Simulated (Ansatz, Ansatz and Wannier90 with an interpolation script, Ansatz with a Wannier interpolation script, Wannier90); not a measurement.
An input for Ansatz 0.2.0 (GaAs (F-43m)):

```yaml
crystal:
  lattice:
    - [0.0, 2.82685, 2.82685]
    - [2.82685, 0.0, 2.82685]
    - [2.82685, 2.82685, 0.0]
  atoms:
    - { symbol: Ga, position: [0.0, 0.0, 0.0] }
    - { symbol: As, position: [0.75, 0.75, 0.75] }
kpoints:
  mp_grid: { grid: [6, 6, 6] }
hamiltonian:
  xc: r2scan
scf:
  occupations: { method: fixed }
gw:
  n_empty_bands: 207
  ecut_chi: 160.0
  qp_bands: [v3, c4]
  screening: { model: contour_deformation }
```

```sh
ansatz run input.yaml --threads 14 --pin off --max-ram 73728MiB --backend cpu --events-out ev --progress --plain --runs-dir out
```

Q: Estimate wall time and host memory on 14 threads of Arm Neoverse V2, shared host.

It took 76 s; on shared hardware allow 38 s to 2.5 min. Peak host memory was 2.2 GiB. The sizes that set the cost: 1139 plane waves a state, 16 irreducible k points, 221 bands summed, 181 plane waves in the screening and 7 SCF cycles.

The screening grows as filled bands × empty bands × pairs of k points, times the square of the screening basis for the matrix.

[Paths, hosts, dates, memory and timing lines, banners, echoed tables and standing remarks are left out of the program output.]

[Logs are printed without paths, hosts, clocks, repeated set-up lines and the standing remarks that a program may print on its own settings, such as how far it seeks lower states.]

[Runs of the session that timed out or met a known fault of the program may be left out.]

[Hosts, paths, dates, database ids (printed as entryN), source tags and the programs' standing remarks are cut or masked in the printed files.]
